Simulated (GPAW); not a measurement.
# A GW chain in GPAW: Ba2NF (R-3m)

How does a plane-wave GW calculation on Ba2NF (R-3m) run from the first input to the gap?

Calculated with GPAW 26.7.0; LDA and many-body steps on it, plane waves.

Most raw output is cut from this account.

### 1. Set-up

Symmetry: R-3m, No. 166, trigonal system. The conventional cell has a = 4.022 Å, b = 4.022 Å, c = 20.025 Å, α = 90.00°, β = 90.00°, γ = 120.00°. Nearest to Ba lie 3 N at 2.77 Å and 3 F at 2.95 Å. N has 6 Ba at 2.77 Å nearest. Nearest to F lie 6 Ba at 2.95 Å. Farther neighbours and most contacts between anions are not listed.

As a file:

```
Ba N F
1.0
     2.01082    1.16095    6.67510
    -2.01082    1.16095    6.67510
     0.00000   -2.32190    6.67510
Ba N F
2 1 1
Cartesian
  0.0000 0.0000 15.1720
  0.0000 0.0000 4.8533
  0.0000 0.0000 10.0127
  0.0000 0.0000 0.0000
```

The cell and positions are those that the Materials Project relaxed with its own functionals (PBE, PBE+U or r2SCAN), kept fixed. Spin-orbit coupling is left out unless a step names it.

### 2. Ground state

This step: GPAW 26.7.0; DFT, LDA, plane waves, PAW.

The ground-state density comes first.

run.py

```python
import json
import numpy as np
from gpaw.mpi import world
from ase import Atoms
from gpaw import GPAW, PW, FermiDirac

atoms = Atoms(['Ba', 'Ba', 'N', 'F'],
    cell=[[2.0108224243, 1.1609488680, 6.6751031400],
      [-2.0108224243, 1.1609488680, 6.6751031400],
      [0.0000000000, -2.3218977359, 6.6751031400]],
    scaled_positions=[[0.7576400200, 0.7576400200, 0.7576400200],
      [0.2423599800, 0.2423599800, 0.2423599800],
      [0.5000000000, 0.5000000000, 0.5000000000],
      [0.0000000000, 0.0000000000, 0.0000000000]],
    pbc=(True, True, True))
calc = GPAW(mode=PW(600),
    xc='LDA',
    kpts={'size': (8, 8, 8), 'gamma': True},
    occupations=FermiDirac(0.001),
    nbands=-8,
    convergence={'density': 1e-6, 'bands': -3},
    maxiter=100,
    txt='gs.txt')
atoms.calc = calc
res = {'energy': atoms.get_potential_energy()}
kpts = calc.get_ibz_k_points()
res['kpts'] = kpts
res['eigenvalues'] = [calc.get_eigenvalues(kpt=k) for k in range(len(kpts))]
res['n_electrons'] = calc.get_number_of_electrons()
calc.write('gs.gpw')

if world.rank == 0:
    with open('result.json', 'w') as f:
        json.dump(res, f, default=lambda x: x.tolist())
```

On the command line:

```
$ mpirun -n 4 gpaw python run.py
```

Wall time 45 s (4 MPI ranks of Arm Neoverse V2, shared host); peak memory 1 GiB; 3 min of CPU time.

This step gave:

| Property | Result |
| --- | --- |
| total energy | -22.88 eV |
| gap | 0.9100 eV |
| k of the valence top | 0.5, 0.5, 0 |
| k of the conduction bottom | 0.5, 0.5, 0 |
| least direct gap | 0.9100 eV |

The gap is direct, at (0.500, 0.500, 0.000).

### 3. Empty states on the mesh, 4×4×4 mesh, 85 bands

The sums over transitions need many empty states on a uniform mesh; this step solves for them.

run.py

```python
import json
import numpy as np
from gpaw.mpi import world
from gpaw import GPAW

calc = GPAW('gs.gpw').fixed_density(kpts={'size': (4, 4, 4), 'gamma': True},
    nbands=99,
    convergence={'bands': 85},
    txt='nscf.txt')
calc.write('full.gpw', mode='all')
res = {}
kpts = calc.get_ibz_k_points()
res['kpts'] = kpts
res['eigenvalues'] = [calc.get_eigenvalues(kpt=k) for k in range(len(kpts))]
res['n_electrons'] = calc.get_number_of_electrons()

if world.rank == 0:
    with open('result.json', 'w') as f:
        json.dump(res, f, default=lambda x: x.tolist())
```

On the command line:

```
$ mpirun -n 4 gpaw python run.py
```

Run time: 44 s. Hardware: 4 MPI ranks; peak memory 1.1 GiB.

Numbers from this step:

| Quantity | Value |
| --- | --- |
| gap | 0.9100 eV |
| k of the valence top | 0.5, 0.5, 0 |
| k of the conduction bottom | 0.5, 0.5, 0 |
| least direct gap | 0.9100 eV |
| k points computed | 13 |
| lowest point of the top converged band, above the valence top | 38.53 eV |

On this mesh the gap is 0.910 eV.

### 4. Screening and self-energy, 4×4×4 mesh, 75 bands, screening to 50 eV

Now the one-shot GW correction: screening in the RPA, then the self-energy of the levels asked for.

This step: G0W0 on LDA, plane waves, PAW.

run.py

```python
import json
import numpy as np
from gpaw.mpi import world
from gpaw.response.g0w0 import G0W0

gw = G0W0('full.gpw',
    filename='gw',
    kpts=[0, 10],
    bands=(14, 18),
    ecut=50,
    nbands=75,
    integrate_gamma='WS',
    ppa=True)
gw.calculate()
res = {mode: {k: v for k, v in r.items() if k != 'sigma_eskwn'}
       for mode, r in gw.all_results.items()}

if world.rank == 0:
    with open('result.json', 'w') as f:
        json.dump(res, f, default=lambda x: x.tolist())
```

On the command line:

```
$ mpirun -n 4 gpaw python run.py
```

Wall time 1.9 min (4 MPI ranks); peak memory 2.5 GiB; 7.4 min of CPU time.

Numbers from this step:

```
G0W0 gap on the points computed              : 1.608 eV
least direct G0W0 gap on the computed points : 1.608 eV
Z at the valence top                         : 0.7703
Z at the conduction bottom                   : 0.8324
starting gap on the mesh                     : 0.9100 eV
k of the valence top                         : 0.5, 0.5, 0
k of the conduction bottom                   : 0.5, 0.5, 0
```

The gap on the mesh goes from 0.91 eV to 1.61 eV, a correction of +0.70 eV.

Limits: finite bands, cutoff and mesh; no spin-orbit coupling. v1 is the top filled band, c1 the lowest empty one. Levels before and after the correction, in eV, zero at the valence-band top of each column:

|  | conduction bottom | valence top |
| --- | --- | --- |
| Kohn-Sham | 0.91 | 0.00 |
| G0W0 | 1.61 | 0.00 |

|  | level | energy (eV) |
| --- | --- | --- |
| Kohn-Sham | (0.5 0.5 0) v2 | -0.137 |
| Kohn-Sham | (0.5 0.5 0) v1 | 0.000 |
| Kohn-Sham | (0.5 0.5 0) c1 | 0.910 |
| Kohn-Sham | (0.5 0.5 0) c2 | 3.660 |
| G0W0 | (0.5 0.5 0) v2 | -0.130 |
| G0W0 | (0.5 0.5 0) v1 | 0.000 |
| G0W0 | (0.5 0.5 0) c1 | 1.608 |
| G0W0 | (0.5 0.5 0) c2 | 4.777 |

### 5. Where the time went

Times are wall times on 4 MPI ranks of Arm Neoverse V2, shared host, good to a factor of about two.

| step | time | share | memory (GiB) |
| --- | --- | --- | --- |
| ground state | 45 s | 22 % | 1.0 |
| empty states on the mesh | 44 s | 22 % | 1.1 |
| screening and self-energy | 1.9 min | 56 % | 2.5 |

### 6. What came out

| Property | Result |
| --- | --- |
| LDA gap | 0.91 eV, direct |
| G0W0 gap on the mesh | 1.61 eV |
| GW settings | 4×4×4 mesh, 75 bands, screening to 50 eV, Godby-Needs plasmon pole |
| known limits | not at the basis limit; no spin-orbit coupling |

G0W0 moves the gap on the mesh from 0.91 eV to 1.61 eV (+0.70 eV), with Z of 0.77 and 0.83 at the edges. Only 2 of the mesh's irreducible points were corrected, so a valley elsewhere could overtake. The dearest step here is «screening and self-energy». Bands and cutoff are finite, so the gap is not at the basis limit. The miss can reach some tenths of an eV and take either sign; the mesh is an error of its own. These stock PAW sets were not made for GW. In the G0W0 run levels were corrected at 2 k points alone, so a gap called «on the mesh» is the least over those, and an edge elsewhere would be missed. The many-body steps are scalar-relativistic: spin-orbit coupling is not in them.

[Paths, hosts, dates, memory and timing lines, banners, echoed tables and standing remarks are left out of the program output.]

[Logs are printed without paths, hosts, clocks, repeated set-up lines and the standing remarks that a program may print on its own settings, such as how far it seeks lower states.]

[Runs of the session that timed out or met a known fault of the program may be left out.]

[Hosts, paths, dates, database ids (printed as entryN), source tags and the programs' standing remarks are cut or masked in the printed files.]
